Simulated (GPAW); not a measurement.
## Quasiparticle gap of SiC (P6_3mc) in GPAW

Wanted: ground state, empty states, screening and self-energy for SiC (P6_3mc).

Program: GPAW 26.7.0. Level of theory: PBE and many-body steps on it, plane waves. Results are calculated unless marked as measured.

**Experimental background.**

- Gap 3.33 eV: band gap at cryogenic temperature; bulk crystal (literature value) (quoted in “Silicon carbide diodes for neutron detection”, 2020, arxiv:2009.14696).

Most raw output is cut from this account.

### 1. The structure

The structure is hexagonal, space group P6_3mc (No. 186). Conventional cell: a = 3.074 Å, b = 3.074 Å, c = 5.045 Å, α = 90.00°, β = 90.00°, γ = 120.00°. Si has 4 C at 1.88 to 1.90 Å nearest. Nearest to C lie 4 Si at 1.88 to 1.90 Å. Farther neighbours are not listed.

As a file:

```cif
data_structure
_symmetry_space_group_name_H-M 'P6_3mc'
_symmetry_Int_Tables_number 186
_cell_length_a 3.0735
_cell_length_b 3.0735
_cell_length_c 5.0452
_cell_angle_alpha 90.000
_cell_angle_beta 90.000
_cell_angle_gamma 120.000
_cell_volume 41.27
loop_
_atom_site_label
_atom_site_type_symbol
_atom_site_symmetry_multiplicity
_atom_site_Wyckoff_symbol
_atom_site_fract_x
_atom_site_fract_y
_atom_site_fract_z
_atom_site_occupancy
Si1 Si 2 b 0.33333 0.66667 0.49960 1
C1 C 2 b 0.33333 0.66667 0.87540 1
```

The cell and positions are those that the Materials Project relaxed with its own functionals (PBE, PBE+U or r2SCAN), kept fixed.

### 2. Ground state

This step: GPAW 26.7.0; DFT, PBE, plane waves, PAW.

The ground-state density comes first.

run.py reads:

```python
import json
import numpy as np
from gpaw.mpi import world
from ase import Atoms
from gpaw import GPAW, PW, FermiDirac

atoms = Atoms(['Si', 'Si', 'C', 'C'],
    cell=[[3.0735139282, 0.0000000000, 0.0000000000],
      [-1.5367569641, 2.6617411407, 0.0000000000],
      [0.0000000000, 0.0000000000, 5.0452477100]],
    scaled_positions=[[0.3333333333, 0.6666666667, 0.4996024000],
      [0.6666666667, 0.3333333333, 0.9996024000],
      [0.3333333333, 0.6666666667, 0.8753976000],
      [0.6666666667, 0.3333333333, 0.3753976000]],
    pbc=(True, True, True))
calc = GPAW(mode=PW(600),
    xc='PBE',
    kpts={'size': (9, 9, 6), 'gamma': True},
    occupations=FermiDirac(0.001),
    nbands=-8,
    convergence={'density': 1e-6, 'bands': -3},
    maxiter=100,
    txt='gs.txt')
atoms.calc = calc
res = {'energy': atoms.get_potential_energy()}
kpts = calc.get_ibz_k_points()
res['kpts'] = kpts
res['eigenvalues'] = [calc.get_eigenvalues(kpt=k) for k in range(len(kpts))]
res['n_electrons'] = calc.get_number_of_electrons()
calc.write('gs.gpw')

if world.rank == 0:
    with open('result.json', 'w') as f:
        json.dump(res, f, default=lambda x: x.tolist())
```

Started as:

```bash
$ mpirun -n 8 gpaw python run.py
```

Elapsed: 5.3 s, on 8 MPI ranks of Arm Neoverse V2, shared host; peak memory 1.2 GiB.

This step gave:

* total energy: -29.93 eV
* gap: 2.261 eV
* k of the valence top: 0, 0, 0
* k of the conduction bottom: 0.3333, 0.3333, 0
* least direct gap: 4.007 eV

The gap is indirect, with the least direct gap 1.75 eV higher.

### 3. Bands along the symmetry lines

The cheap functional maps the bands first; the places of the edges decide which points the dearer methods must see.

run.py reads:

```python
import json
import numpy as np
from gpaw.mpi import world
from gpaw import GPAW

path = [[0.000000, 0.000000, 0.000000],
    [0.062500, 0.000000, 0.000000],
    [0.125000, 0.000000, 0.000000],
    [0.187500, 0.000000, 0.000000],
    [0.250000, 0.000000, 0.000000],
    [0.312500, 0.000000, 0.000000],
    [0.375000, 0.000000, 0.000000],
    [0.437500, 0.000000, 0.000000],
    [0.500000, 0.000000, 0.000000],
    [0.479167, 0.041667, 0.000000],
    [0.458333, 0.083333, 0.000000],
    [0.437500, 0.125000, 0.000000],
    [0.416667, 0.166667, 0.000000],
    [0.395833, 0.208333, 0.000000],
    [0.375000, 0.250000, 0.000000],
    [0.354167, 0.291667, 0.000000],
    [0.333333, 0.333333, 0.000000],
    [0.291667, 0.291667, 0.000000],
    [0.250000, 0.250000, 0.000000],
    [0.208333, 0.208333, 0.000000],
    [0.166667, 0.166667, 0.000000],
    [0.125000, 0.125000, 0.000000],
    [0.083333, 0.083333, 0.000000],
    [0.041667, 0.041667, 0.000000],
    [0.000000, 0.000000, 0.000000],
    [0.000000, 0.000000, 0.062500],
    [0.000000, 0.000000, 0.125000],
    [0.000000, 0.000000, 0.187500],
    [0.000000, 0.000000, 0.250000],
    [0.000000, 0.000000, 0.312500],
    [0.000000, 0.000000, 0.375000],
    [0.000000, 0.000000, 0.437500],
    [0.000000, 0.000000, 0.500000],
    [0.062500, 0.000000, 0.500000],
    [0.125000, 0.000000, 0.500000],
    [0.187500, 0.000000, 0.500000],
    [0.250000, 0.000000, 0.500000],
    [0.312500, 0.000000, 0.500000],
    [0.375000, 0.000000, 0.500000],
    [0.437500, 0.000000, 0.500000],
    [0.500000, 0.000000, 0.500000],
    [0.479167, 0.041667, 0.500000],
    [0.458333, 0.083333, 0.500000],
    [0.437500, 0.125000, 0.500000],
    [0.416667, 0.166667, 0.500000],
    [0.395833, 0.208333, 0.500000],
    [0.375000, 0.250000, 0.500000],
    [0.354167, 0.291667, 0.500000],
    [0.333333, 0.333333, 0.500000],
    [0.291667, 0.291667, 0.500000],
    [0.250000, 0.250000, 0.500000],
    [0.208333, 0.208333, 0.500000],
    [0.166667, 0.166667, 0.500000],
    [0.125000, 0.125000, 0.500000],
    [0.083333, 0.083333, 0.500000],
    [0.041667, 0.041667, 0.500000],
    [0.000000, 0.000000, 0.500000],
    [0.500000, 0.000000, 0.500000],
    [0.500000, 0.000000, 0.437500],
    [0.500000, 0.000000, 0.375000],
    [0.500000, 0.000000, 0.312500],
    [0.500000, 0.000000, 0.250000],
    [0.500000, 0.000000, 0.187500],
    [0.500000, 0.000000, 0.125000],
    [0.500000, 0.000000, 0.062500],
    [0.500000, -0.000000, 0.000000],
    [0.333333, 0.333333, 0.500000],
    [0.333333, 0.333333, 0.437500],
    [0.333333, 0.333333, 0.375000],
    [0.333333, 0.333333, 0.312500],
    [0.333333, 0.333333, 0.250000],
    [0.333333, 0.333333, 0.187500],
    [0.333333, 0.333333, 0.125000],
    [0.333333, 0.333333, 0.062500],
    [0.333333, 0.333333, 0.000000]]
calc = GPAW('gs.gpw').fixed_density(kpts=path,
    symmetry='off',
    nbands=18,
    convergence={'bands': 14},
    txt='bands.txt')
res = {}
kpts = calc.get_ibz_k_points()
res['kpts'] = kpts
res['eigenvalues'] = [calc.get_eigenvalues(kpt=k) for k in range(len(kpts))]
res['n_electrons'] = calc.get_number_of_electrons()

if world.rank == 0:
    with open('result.json', 'w') as f:
        json.dump(res, f, default=lambda x: x.tolist())
```

Started as:

```bash
$ mpirun -n 8 gpaw python run.py
```

Elapsed: 5 s, on 8 MPI ranks; peak memory 1.3 GiB; 39 s of CPU time.

Numbers from this step:

```yaml
gap: 2.261 eV
k_of_the_valence_top: 0, 0, 0
k_of_the_conduction_bottom: 0.3333, 0.3333, 0
least_direct_gap: 3.972 eV
```

The gap is 2.261 eV, as in the run before at this level.

Electronic bands along the path, in eV, zero at the top of the highest filled band; v1 is the highest filled band, c1 the lowest empty one:

```
    point     v4     v3     v2     v1    c1    c2    c3    c4
        Γ  -1.32  -0.11   0.00   0.00  4.82  6.25  6.67  6.67
  halfway  -2.97  -2.53  -1.02  -0.61  4.05  5.84  7.28  7.66
        M  -5.45  -3.33  -3.30  -1.20  2.77  4.22  6.91  7.13
  halfway  -5.40  -4.68  -3.38  -2.55  3.19  5.15  7.68  8.52
        K  -6.27  -4.06  -4.06  -3.85  2.26  8.17  8.86  8.86
  halfway  -4.16  -2.82  -1.45  -1.26  5.06  5.82  7.01  7.22
        Γ  -1.32  -0.11   0.00   0.00  4.82  6.25  6.67  6.67
  halfway  -1.15  -1.15  -0.22  -0.22  5.11  6.79  6.79  7.05
        A  -0.71  -0.71  -0.71  -0.71  5.92  5.92  7.35  7.35
  halfway  -2.96  -2.96  -1.72  -1.72  4.50  4.50  7.37  7.37
        L  -2.45  -2.45  -2.34  -2.34  3.28  3.28  5.26  5.26
  halfway  -4.26  -4.26  -1.92  -1.92  4.28  4.28  6.36  6.36
        H  -5.66  -5.66  -1.74  -1.74  5.07  5.07  6.02  6.02
  halfway  -3.02  -3.02  -2.50  -2.50  5.17  5.17  7.55  7.55
        A  -0.71  -0.71  -0.71  -0.71  5.92  5.92  7.35  7.35
jump to L  -2.45  -2.45  -2.34  -2.34  3.28  3.28  5.26  5.26
  halfway  -4.16  -3.10  -2.34  -1.63  3.10  3.26  6.63  7.04
        M  -5.45  -3.33  -3.30  -1.20  2.77  4.22  6.91  7.13
jump to H  -5.66  -5.66  -1.74  -1.74  5.07  5.07  6.02  6.02
  halfway  -6.48  -4.53  -2.82  -2.82  3.49  6.58  6.58  7.83
        K  -6.27  -4.06  -4.06  -3.85  2.26  8.17  8.86  8.86
```

### 4. Empty states on the mesh, 6×6×4 mesh, 103 bands

The sums over transitions need many empty states on a uniform mesh; this step solves for them.

run.py reads:

```python
import json
import numpy as np
from gpaw.mpi import world
from gpaw import GPAW

calc = GPAW('gs.gpw').fixed_density(kpts={'size': (6, 6, 4), 'gamma': True},
    parallel={'domain': 1, 'band': 1},
    txt='nscf.txt')
calc.diagonalize_full_hamiltonian(nbands=103)
calc.write('full.gpw', mode='all')
res = {}
kpts = calc.get_ibz_k_points()
res['kpts'] = kpts
res['eigenvalues'] = [calc.get_eigenvalues(kpt=k) for k in range(len(kpts))]
res['n_electrons'] = calc.get_number_of_electrons()

if world.rank == 0:
    with open('result.json', 'w') as f:
        json.dump(res, f, default=lambda x: x.tolist())
```

Started as:

```bash
$ mpirun -n 8 gpaw python run.py
```

The job ended after 10 s (8 MPI ranks; peak memory 2.6 GiB).

This step gave:

```
gap                                                           : 2.261 eV
k of the valence top                                          : 0, 0, 0
k of the conduction bottom                                    : 0.3333, 0.3333, 0
least direct gap                                              : 3.972 eV
k points computed                                             : 24
lowest point of the top converged band, above the valence top : 84.9284 eV
```

On this mesh the gap is 2.261 eV.

### 5. Screening and self-energy, 6×6×4 mesh, 93 bands, screening to 100 eV

G0W0 replaces the xc potential by the self-energy, built once from these orbitals. Only a window of levels is corrected, while the sums run over the empty bands that the input names.

This step: G0W0 on PBE, plane waves, PAW.

run.py reads:

```python
import json
import numpy as np
from gpaw.mpi import world
from gpaw.response.g0w0 import G0W0

gw = G0W0('full.gpw',
    filename='gw',
    kpts=[0, 14, 21],
    bands=(6, 10),
    ecut=100,
    nbands=93,
    integrate_gamma='WS',
    ppa=True)
gw.calculate()
res = {mode: {k: v for k, v in r.items() if k != 'sigma_eskwn'}
       for mode, r in gw.all_results.items()}

if world.rank == 0:
    with open('result.json', 'w') as f:
        json.dump(res, f, default=lambda x: x.tolist())
```

Started as:

```bash
$ mpirun -n 8 gpaw python run.py
```

The job ended after 47 s (8 MPI ranks; peak memory 2.2 GiB; 6.2 min of CPU time).

This step gave:

```yaml
g0w0_gap_on_the_points_computed: 2.865 eV
least_direct_g0w0_gap_on_the_computed_points: 4.835 eV
z_at_the_valence_top: 0.7993
z_at_the_conduction_bottom: 0.8283
starting_gap_on_the_mesh: 2.261 eV
k_of_the_valence_top: 0, 0, 0
k_of_the_conduction_bottom: 0.3333, 0.3333, 0
```

The gap on the mesh goes from 2.26 eV to 2.87 eV, a correction of +0.60 eV.

Limits: finite bands, cutoff and mesh. v1 is the top filled band, c1 the lowest empty one. Levels before and after the correction, in eV, zero at the valence-band top of each column:

```csv
,conduction bottom,valence top
Kohn-Sham,2.26,0.00
G0W0,2.87,0.00
```

```csv
,level,energy (eV)
Kohn-Sham,Γ v2-v1,0.000
Kohn-Sham,Γ c1,4.824
Kohn-Sham,Γ c2,6.248
Kohn-Sham,(0.333 0.333 0) v2,-4.056
Kohn-Sham,(0.333 0.333 0) v1,-3.846
Kohn-Sham,(0.333 0.333 0) c1,2.261
Kohn-Sham,(0.333 0.333 0) c2,8.171
G0W0,Γ v2-v1,0.000
G0W0,Γ c1,5.801
G0W0,Γ c2,7.261
G0W0,(0.333 0.333 0) v2,-4.460
G0W0,(0.333 0.333 0) v1,-4.257
G0W0,(0.333 0.333 0) c1,2.865
G0W0,(0.333 0.333 0) c2,9.240
```

### 6. Where the time went

Times are wall times on 8 MPI ranks of Arm Neoverse V2, shared host, good to a factor of about two.

| step | time | share | memory (GiB) |
| --- | --- | --- | --- |
| ground state | 5.3 s | 8 % | 1.2 |
| bands along the symmetry lines | 5 s | 7 % | 1.3 |
| empty states on the mesh | 10 s | 15 % | 2.6 |
| screening and self-energy | 47 s | 69 % | 2.2 |

### 7. What came out

| Item | Value |
| --- | --- |
| PBE gap | 2.26 eV, indirect |
| G0W0 gap on the mesh | 2.87 eV |
| GW settings | 6×6×4 mesh, 93 bands, screening to 100 eV, Godby-Needs plasmon pole |
| known limits | not at the basis limit |

G0W0 moves the gap on the mesh from 2.26 eV to 2.87 eV (+0.60 eV), with Z of 0.80 and 0.83 at the edges. Only 3 of the mesh's irreducible points were corrected, so a valley elsewhere could overtake. The dearest step here is «screening and self-energy». Against experiment, by G0W0@PBE: the gap of 2.87 eV lies −0.46 eV from the measured 3.33 eV (kind not stated, quoted 2020). The calculation has static nuclei and no excitons; a measured gap holds zero-point and thermal motion, which mostly lowers it. Bands and cutoff are finite, so the gap is not at the basis limit. The miss can reach some tenths of an eV and take either sign; the mesh is an error of its own. These stock PAW sets were not made for GW. In the G0W0 run levels were corrected at 3 k points alone, so a gap called «on the mesh» is the least over those, and an edge elsewhere would be missed.

[Paths, hosts, dates, memory and timing lines, banners, echoed tables and standing remarks are left out of the program output.]

[Logs are printed without paths, hosts, clocks, repeated set-up lines and the standing remarks that a program may print on its own settings, such as how far it seeks lower states.]

[Runs of the session that timed out or met a known fault of the program may be left out.]

[Hosts, paths, dates, database ids (printed as entryN), source tags and the programs' standing remarks are cut or masked in the printed files.]
